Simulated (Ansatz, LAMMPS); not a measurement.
# Elastic response of amorphous Ge (65 atoms), part 2 of 3

How stiff is amorphous Ge (65 atoms), and how do its levels respond to strain?

Ansatz 0.2.0; Kohn-Sham DFT, PBE, PAW (set soft_1), plane waves.

The cell: 65 Ge. The quench rate of 5 K/ps is orders of magnitude faster than experiment. The network of bonds at the start is that of the classical potential that made the cell. Sampling is at Γ alone.

So far. Step 2 (Single point at the start): The r.m.s. force at the start is 0.21 eV/Å. Step 3 (Cell and atoms relaxed): The relaxation converged after 12 steps, with a largest force component of 0.025 eV/Å.

## Step 4: Single point at the relaxed geometry

One more single point at the end of the walk gives the fuller output and checks the residual forces.

input.yaml reads:

```yaml
crystal:
  lattice:
    - [11.76256, -0.05583, -0.1463]
    - [-0.05583, 12.33861, 0.05615]
    - [-0.1463, 0.05615, 10.90751]
  atoms:
    - { symbol: Ge, position: [0.4933, 0.88501, 0.48209] }
    - { symbol: Ge, position: [0.40211, 0.45308, 0.37793] }
    - { symbol: Ge, position: [0.63274, 0.20764, 0.4989] }
    - { symbol: Ge, position: [0.28762, 0.82474, 0.46594] }
    - { symbol: Ge, position: [0.49794, 0.92956, 0.17358] }
    - { symbol: Ge, position: [0.05258, 0.22538, 0.30269] }
    [... 53 atom lines left out ...]
    - { symbol: Ge, position: [0.3156, 0.75667, 0.99754] }
    - { symbol: Ge, position: [0.79758, 0.55488, 0.08983] }
    - { symbol: Ge, position: [0.65536, 0.0013, 0.05032] }
    - { symbol: Ge, position: [0.05151, 0.03418, 0.38622] }
    - { symbol: Ge, position: [0.26503, 0.23019, 0.503] }
    - { symbol: Ge, position: [0.29003, 0.64651, 0.57901] }
kpoints:
  mp_grid: { grid: [1, 1, 1] }
hamiltonian:
  xc: pbe
  pseudopotentials: { kind: paw, azcp: { folder: soft_1 } }
scf:
  occupations: { method: fermi_dirac, width: 0.025 }
output:
  forces: true
  stress: true
  populations: true
  dos:
    method: { smearing: { sigma: 0.15 } }
    de: 0.1
    projected: { site_lists: { Ge: [Ge] } }
  eigenvalues: true
  write_density: true
  write_potential: true
  volumetric_format: npy
  elf: true
```

On the command line:

```bash
$ ansatz run input.yaml --threads 4 --pin off --max-ram 8192MiB --backend cpu --events-out ev --progress --plain --runs-dir out
```

Numbers of over 12 decimals in the logs are rounded to 6 here.

What it wrote:

```text
[...]
Crystal: 65 atoms, lattice volume = 1582.712 Å³
Basis set: ecut = 420 eV, 30963 PW (Γ), exchange–correlation on 160×180×150 points (8 copies of the dense FFT grid, shifted against one another)
Bands: 546, of which v1, the nominal top of the filled ones, is band 455 counted from 1 (454 counted from 0)
Symmetry: 1 space group operations
[...]
k-points: 1
[...]
SCF iter   1: F=—  HF=-279164.144060 eV  |F-HF|=—  |Δ(HF+E_count)|=         —  Δρ=3.02e-2  dr2=1.52e1  ethr=3.10e-3  ⟨swp⟩=6.0  Hψ=1941  notcnv=0
[...]
SCF iter  15: F=-279162.374849 eV  HF=-279162.374849 eV  |F-HF|=1.66e-8  |Δ(HF+E_count)|=   1.41e-7  Δρ=1.13e-6  dr2=8.58e-8  ethr=1.10e-11  ⟨swp⟩=12.0  Hψ=3975  notcnv=0
SCF 1 converged in 15 iterations: F = -279162.374849 eV  dr2 = 8.58e-8
[...]
SCF converged after 15 iterations
Free energy (F): -279162.374849 eV
[...]
Internal energy: -279162.372127 eV  (E = F + TS)
E sigma→0 (E₀):  -279162.373488 eV
Entropy (-TS):   -0.002722 eV (-0.042 meV/atom)
Fermi energy:    7.420191 eV
[...]
--- Forces (eV/Å), atoms counted from 1 ---
  atom   1  Ge    -0.00141126     0.00546710    -0.00567798
  atom   2  Ge     0.01034773    -0.00676737     0.00279398
  atom   3  Ge     0.00014241    -0.00359270    -0.01670072
  atom   4  Ge     0.00364345    -0.00452979     0.01000206
  atom   5  Ge     0.00188876    -0.00720568    -0.00244941
  atom   6  Ge     0.00838042     0.00516989    -0.00394333
  atom   7  Ge    -0.00175857     0.00890549     0.00034651
  atom   8  Ge     0.00345056    -0.00971462    -0.00348892
  atom   9  Ge    -0.00731865     0.00745516    -0.00629272
  atom  10  Ge    -0.00027588     0.01124400    -0.00486133
  atom  11  Ge     0.00821539    -0.00192670    -0.00001500
  atom  12  Ge    -0.00603039    -0.00055667     0.00175751
  atom  13  Ge    -0.00549137     0.00236936    -0.00032326
  atom  14  Ge     0.00198804     0.00419874     0.00621869
[...]
atom  64  Ge     0.00106516    -0.01894529    -0.00492240
  atom  65  Ge    -0.00701902    -0.00170692     0.00648875
  max |Σ_I F_I| component: 1.07e-5 eV/Å
--- Stress (GPa, compression-positive) ---
        0.001964       0.008123      -0.005542
        0.008123       0.039785      -0.010599
       -0.005542      -0.010599      -0.019468
  P = ⅓ Tr σ = 0.0074 GPa (0.074 kbar)
--- Band table (eV) ---
[...]
--- Löwdin populations: 65 sites ---
  site symbol       q [e]
     0     Ge     13.9548
     1     Ge     13.9591
     2     Ge     13.9204
[...]
64     Ge     13.9388
  spilling = 0.002054 (of n_electrons = 910.000000)
```

It took 61 s on 4 threads of Arm Neoverse V1, shared host; peak memory 2.3 GiB.

Read from the output:

```yaml
free_energy: -279162.3748 eV
free_energy_per_atom: -4294.8058 eV/atom
scf_cycles: 15
pressure: 0.007427 GPa
r_m_s_force_component: 0.00726 eV/Å
longest_force: 0.03138 eV/Å
fermi_energy: 7.42 eV
spacing_of_highest_filled_and_lowest_empty_level: 0.275 eV
spilling_of_the_projection: 0.002054
```

The mean of these charges, 0.029 e, is only the charge that the projection spills.

Löwdin charges by element and coordination (they lack the spilled electrons, 0.029 e an atom on average):

```
element  coordination  atoms  mean charge (e)  spread    least    most
     Ge           all     65           0.0288  0.0168  -0.0062  0.0796
     Ge             4     61           0.0293  0.0169  -0.0062  0.0796
     Ge             5      4           0.0203   0.013   0.0029  0.0381
```

Density of states as counts of states in windows of 1 eV (from the Fermi level), total and the larger projections:

```
from (eV)  to (eV)  total  Ge p  Ge s
      -18      -13    0.0   0.0   0.0
      -13      -12    1.9   0.0   1.9
      -12      -11   11.3   2.3   8.9
      -11      -10   22.6   5.3  17.1
      -10       -9   16.6   4.3  12.3
       -9       -8   19.4   5.5  13.8
       -8       -7   19.8   6.7  13.0
       -7       -6   14.2   5.7   8.4
       -6       -5   15.5   7.5   7.9
       -5       -4    9.6   5.6   4.0
       -4       -3   29.2  27.0   1.9
       -3       -2   35.5  32.6   2.5
       -2       -1   43.2  40.5   2.2
       -1        0   21.4  19.6   1.4
        0        1   18.6  13.2   4.6
        1        2   26.2  18.3   6.0
        2        3   38.1  28.1   6.2
        3        4   38.2  28.7   4.4
        4        5   43.0  31.6   3.7
```

Between -26 and -18 eV lie 650 more states.

The levels nearest the highest filled one (over half full), pooled over k-points and spins:

| level less the highest filled one (eV) | occupation |
| --- | --- |
| -0.621 | 2 |
| -0.513 | 2 |
| -0.385 | 2 |
| -0.325 | 2 |
| -0.175 | 2 |
| 0 | 1.99 |
| 0.275 | 0.008 |
| 0.358 | 0 |
| 0.464 | 0 |
| 0.589 | 0 |
| 0.635 | 0 |
| 0.827 | 0 |

Electrostatic potential energy in the bc plane at fractional x = 0.504, with atoms of Ge within 0.2 Å of it. With pseudopotentials it is smooth inside the atoms' cores, unlike the true potential.

Ten even steps from '0' (-15 eV) to '9' (11 eV), each cell a mean:
```
99975225775446788999999999999999999
99974113788888777888899999999999999
99986446899998777765689999999999999
99988778999999877631368999999999999
99999999999999988632368999987667899
99999999999999999866677889862002689
99999999999999999988752237740010389
99999999998767899998500002640000489
99999999985101379998401101674214799
99999999971010058998620004788767899
99999999972010058999875567887421368
99999999985201379999998888885001027
88899999998767889999999877884011017
66678999999999888899999877887200147
31257899999999877887778888898765676
21147899999999888763113789999998886
64568899999999998730000489999999887
78889999998899999830000489999985446
68999999988889999863113666678840001
48999999988888999988777520026720110
58999999975336899999997301103630000
89999999840000589999998301103774235
99999999720110389999998631137898888
99988777740000589999999987789999999
```
Columns run along b (12.3 Å; values clipped at the 3rd and 97th percentile), rows up along c (10.9 Å). Atoms in or near the plane, at fractional coordinates: Ge at (0.89, 0.48), Ge at (0.93, 0.17), Ge at (0.33, 0.05), Ge at (0.73, 0.12), Ge at (0.36, 0.57), Ge at (0.66, 0.65).

Valence density in the bc plane at fractional x = 0.504, with atoms of Ge within 0.2 Å of it. It is the smooth field of the valence electrons, not physical close to the nuclei.

Ten steps, logarithmic in the rise over the least value, from '0' (0 e/Å³) to '9' (29 e/Å³), each cell a mean:
```
00011221111221110000000000000000000
00012221100011111110000000000000000
00011221000000111111100000000000000
00001110000000011222210000000000000
00000000000000001122211000001111100
00000000000000000111111100112442100
00000000000000000001122221124884210
00000000000111100001137852124774100
00000000001243210000149972112232100
00000000012698410000125641111121100
00000000012698410000011111001233210
00000000011243210000000111111378521
10000000000111110000000011112489621
11111000000000010000000011111245321
22221100000000011111111100000111111
22221100000000001112332100000000011
11111000000000001125774110000000111
11100000000000000125774210000011221
11000000000100000012332111111124663
10000000001110000001111234421126995
10000000011221100000001259952225773
10000000114663100000001258852111221
00000000126995210000000123321000000
00000111124663110000000011100000000
```
Columns run along b (12.3 Å), rows up along c (10.9 Å). Atoms in or near the plane, at fractional coordinates: Ge at (0.89, 0.48), Ge at (0.93, 0.17), Ge at (0.33, 0.05), Ge at (0.73, 0.12), Ge at (0.36, 0.57), Ge at (0.66, 0.65).

Filled and empty levels are parted by 0.275 eV (at Γ alone); a semilocal functional tends to put such gaps too low. In a disordered cell it changes from sample to sample, and tail or defect levels can set it. Löwdin charges run from -0.01 to +0.08 e, about a mean that is the spilled charge alone. Within 0.4 eV of the Fermi level the largest share is Ge p (83 % of the projected weight).

## Step 5: Volume -3 %

The relaxed cell is scaled evenly and the atoms are relaxed again; the stress at the end gives one point of P(V).

input.yaml, the sections that differ from step 4:

```yaml
crystal:
  lattice:
    - [11.64374, -0.05527, -0.14482]
    - [-0.05527, 12.21397, 0.05558]
    - [-0.14482, 0.05558, 10.79733]
  atoms:
    [... the 65 atom lines of step 4 ...]
output:
  forces: true
  eigenvalues: true
  stress: true
relax:
  f_tol: 0.05
  max_steps: 70
# kpoints, hamiltonian, scf: as in step 4
```

What it wrote:

```text
Warning: output.stress: scf.convergence.dr2_threshold = 1e-7 eV (the SCF's general default) is looser than the 6.5e-9 eV advised for a printed stress (1e-10 eV for each atom of the cell: 65). What an SCF threshold leaves in a stress goes as its square root, and in the free energy as the threshold itself, and one threshold admits the most on a small cell: [...]
[...]
Crystal: 65 atoms, lattice volume = 1535.232 Å³
Basis set: ecut = 420 eV, 30009 PW (Γ), exchange–correlation on 160×180×150 points (8 copies of the dense FFT grid, shifted against one another)
Bands: 546, of which v1, the nominal top of the filled ones, is band 455 counted from 1 (454 counted from 0)
Symmetry: 1 space group operations
[...]
k-points: 1
[...]
SCF iter   1: F=—  HF=-279164.017396 eV  |F-HF|=—  |Δ(HF+E_count)|=         —  Δρ=3.15e-2  dr2=1.58e1  ethr=3.10e-3  ⟨swp⟩=6.0  Hψ=1944  notcnv=0
[...]
SCF iter  10: F=—  HF=-279162.116538 eV  |F-HF|=—  |Δ(HF+E_count)|=   1.48e-4  Δρ=3.11e-5  dr2=2.52e-5  ethr=1.47e-8  ⟨swp⟩=2.0  Hψ=609  notcnv=0  defer=81
SCF iter  11: F=-279162.116600 eV  HF=-279162.116596 eV  |F-HF|=3.59e-6  |Δ(HF+E_count)|=   5.81e-5  Δρ=1.43e-5  dr2=1.04e-5  ethr=2.77e-9  ⟨swp⟩=10.0  Hψ=2456  notcnv=0
SCF 1 converged in 11 iterations: F = -279162.116600 eV  dr2 = 1.04e-5
[...]
relax step   1: F+E_penalty+E_count = -279162.11660003 eV  Δ(F+E_penalty+E_count) = +0.000e0 eV  max|allowed force component| = 1.059e-1 eV/Å  Δτ_max = 0.0000 Å  (11 SCF iters, dr2 threshold 6.25e-5 eV, accepted)
[...]
SCF iter   1: F=—  HF=-279162.142461 eV  |F-HF|=—  |Δ(HF+E_count)|=         —  Δρ=1.42e-3  dr2=1.49e-2  ethr=1.58e-6  ⟨swp⟩=2.0  Hψ=1403  notcnv=0  defer=81
[...]
SCF iter   9: F=—  HF=-279162.142054 eV  |F-HF|=—  |Δ(HF+E_count)|=   2.45e-7  Δρ=1.98e-6  dr2=1.33e-7  ethr=7.88e-11  ⟨swp⟩=2.0  Hψ=551  notcnv=0  defer=81
SCF iter  10: F=-279162.142054 eV  HF=-279162.142054 eV  |F-HF|=8.56e-9  |Δ(HF+E_count)|=   8.73e-8  Δρ=8.91e-7  dr2=4.66e-8  ethr=1.10e-11  ⟨swp⟩=9.0  Hψ=2154  notcnv=0
SCF 2 converged in 10 iterations: F = -279162.142054 eV  dr2 = 4.66e-8
relax step   2: F+E_penalty+E_count = -279162.14205434 eV  Δ(F+E_penalty+E_count) = -2.545e-2 eV  max|allowed force component| = 3.434e-2 eV/Å  Δτ_max = 0.0285 Å  (10 SCF iters, accepted)
SCF converged after 10 iterations
Free energy (F): -279162.142054 eV
[...]
Internal energy: -279162.139641 eV  (E = F + TS)
E sigma→0 (E₀):  -279162.140848 eV
Entropy (-TS):   -0.002413 eV (-0.037 meV/atom)
Fermi energy:    7.802651 eV
[...]
Σ components = -279162.142054   (vs F -279162.142054, Δ=0.00e0)
--- Forces (eV/Å), atoms counted from 1 ---
  atom   1  Ge    -0.01392859    -0.00535066    -0.01450659
  atom   2  Ge     0.00832432    -0.00547356     0.00421409
  atom   3  Ge     0.00336813    -0.02697191    -0.02702297
  atom   4  Ge     0.01127630    -0.00640289    -0.01794535
[...]
atom  65  Ge     0.00146998     0.02262349     0.01561147
  max |Σ_I F_I| component: 8.81e-6 eV/Å
--- Stress (GPa, compression-positive) ---
        1.636485       0.020764      -0.031162
        0.020764       1.748559      -0.004574
       -0.031162      -0.004574       1.491151
  P = ⅓ Tr σ = 1.6254 GPa (16.254 kbar)
--- Band table (eV) ---
[...]
--- Relaxed structure (2 steps of the walk, 2 accepted, 0 SCFs on fresh bases) ---
  F+E_penalty+E_count = -279162.14205434 eV   max|allowed force component| = 3.434e-2 eV/Å
  atoms:
    - { symbol: Ge, position: [0.493889, 0.885031, 0.482543] }
    - { symbol: Ge, position: [0.402103, 0.452140, 0.378924] }
    - { symbol: Ge, position: [0.631964, 0.207610, 0.500702] }
    - { symbol: Ge, position: [0.287930, 0.823488, 0.465613] }
[...]
- { symbol: Ge, position: [0.290771, 0.645276, 0.580162] }
```

It took 75 s on 4 threads; peak memory 2.3 GiB; 4.8 min of CPU time.

The program notes that the SCF threshold is loose for the stress.

The relaxation converged after 2 steps, 0.0255 eV below its start, with a largest force component of 0.034 eV/Å.

Volume -3 %: the energy stands 0.233 eV above that of the reference, at a pressure of 1.63 GPa.

## Step 6: Volume +3 %

The relaxed cell is scaled to another volume.

input.yaml, the sections that differ from step 5:

```yaml
crystal:
  lattice:
    - [11.87903, -0.05638, -0.14775]
    - [-0.05638, 12.46078, 0.05671]
    - [-0.14775, 0.05671, 11.01551]
  atoms:
    [... the 65 atom lines of step 4 ...]
# kpoints, hamiltonian, scf, output, relax: as in step 5
```

What it wrote:

```text
[...]
Crystal: 65 atoms, lattice volume = 1630.193 Å³
Basis set: ecut = 420 eV, 31859 PW (Γ), exchange–correlation on 160×180×150 points (8 copies of the dense FFT grid, shifted against one another)
Bands: 546, of which v1, the nominal top of the filled ones, is band 455 counted from 1 (454 counted from 0)
Symmetry: 1 space group operations
[...]
k-points: 1
[...]
SCF iter   1: F=—  HF=-279163.798280 eV  |F-HF|=—  |Δ(HF+E_count)|=         —  Δρ=2.90e-2  dr2=1.46e1  ethr=3.10e-3  ⟨swp⟩=6.0  Hψ=1938  notcnv=0
[...]
SCF iter  10: F=—  HF=-279162.148979 eV  |F-HF|=—  |Δ(HF+E_count)|=   2.50e-4  Δρ=3.61e-5  dr2=4.10e-5  ethr=1.94e-8  ⟨swp⟩=2.0  Hψ=601  notcnv=0  defer=77
SCF iter  11: F=-279162.149064 eV  HF=-279162.149064 eV  |F-HF|=2.92e-7  |Δ(HF+E_count)|=   8.48e-5  Δρ=1.73e-5  dr2=2.04e-5  ethr=4.50e-9  ⟨swp⟩=9.0  Hψ=2487  notcnv=0
SCF 1 converged in 11 iterations: F = -279162.149064 eV  dr2 = 2.04e-5
[...]
relax step   1: F+E_penalty+E_count = -279162.14906427 eV  Δ(F+E_penalty+E_count) = +0.000e0 eV  max|allowed force component| = 8.840e-2 eV/Å  Δτ_max = 0.0000 Å  (11 SCF iters, dr2 threshold 6.25e-5 eV, accepted)
[...]
SCF iter   1: F=—  HF=-279162.171507 eV  |F-HF|=—  |Δ(HF+E_count)|=         —  Δρ=1.43e-3  dr2=1.62e-2  ethr=1.74e-6  ⟨swp⟩=2.0  Hψ=1407  notcnv=0  defer=77
[...]
SCF iter   9: F=—  HF=-279162.171245 eV  |F-HF|=—  |Δ(HF+E_count)|=   3.91e-7  Δρ=2.58e-6  dr2=2.22e-7  ethr=1.17e-10  ⟨swp⟩=2.0  Hψ=552  notcnv=0  defer=77
SCF iter  10: F=-279162.171245 eV  HF=-279162.171245 eV  |F-HF|=1.08e-8  |Δ(HF+E_count)|=   1.66e-7  Δρ=1.20e-6  dr2=7.14e-8  ethr=1.10e-11  ⟨swp⟩=10.0  Hψ=2130  notcnv=0
SCF 2 converged in 10 iterations: F = -279162.171245 eV  dr2 = 7.14e-8
relax step   2: F+E_penalty+E_count = -279162.17124537 eV  Δ(F+E_penalty+E_count) = -2.218e-2 eV  max|allowed force component| = 4.006e-2 eV/Å  Δτ_max = 0.0340 Å  (10 SCF iters, accepted)
SCF converged after 10 iterations
Free energy (F): -279162.171245 eV
[...]
Internal energy: -279162.167999 eV  (E = F + TS)
E sigma→0 (E₀):  -279162.169622 eV
Entropy (-TS):   -0.003247 eV (-0.050 meV/atom)
Fermi energy:    7.055611 eV
[...]
Σ components = -279162.171245   (vs F -279162.171245, Δ=0.00e0)
--- Forces (eV/Å), atoms counted from 1 ---
  atom   1  Ge     0.01131840    -0.00029244     0.01941196
  atom   2  Ge    -0.01002621     0.00584735     0.00470103
  atom   3  Ge     0.00386891     0.02690929     0.04005566
  atom   4  Ge    -0.02261572     0.00311353     0.00671934
[...]
atom  65  Ge     0.00498479    -0.02866303    -0.01909540
  max |Σ_I F_I| component: 1.17e-5 eV/Å
--- Stress (GPa, compression-positive) ---
       -1.364511      -0.002801       0.013330
       -0.002801      -1.381980      -0.015292
        0.013330      -0.015292      -1.270593
  P = ⅓ Tr σ = -1.3390 GPa (-13.390 kbar)
--- Band table (eV) ---
[...]
--- Relaxed structure (2 steps of the walk, 2 accepted, 0 SCFs on fresh bases) ---
  F+E_penalty+E_count = -279162.17124537 eV   max|allowed force component| = 4.006e-2 eV/Å
  atoms:
    - { symbol: Ge, position: [0.492525, 0.885276, 0.481019] }
    - { symbol: Ge, position: [0.402125, 0.453877, 0.377256] }
    - { symbol: Ge, position: [0.633471, 0.208240, 0.496199] }
    - { symbol: Ge, position: [0.287332, 0.825657, 0.466619] }
[...]
- { symbol: Ge, position: [0.289005, 0.647452, 0.578235] }
```

Run time: 80 s. Hardware: 4 threads; peak memory 2.4 GiB; 5 min of CPU time.

The relaxation converged after 2 steps, 0.0222 eV below its start, with a largest force component of 0.040 eV/Å.

Volume +3 %: the energy stands 0.204 eV above that of the reference, at a pressure of -1.34 GPa.

(Part 2 of 3 ends here.)

[Logs are printed without paths, hosts, clocks, repeated set-up lines and the standing remarks that a program may print on its own settings, such as how far it seeks lower states.]

[Hosts, paths, dates, database ids (printed as entryN), source tags and the programs' standing remarks are cut or masked in the printed files.]
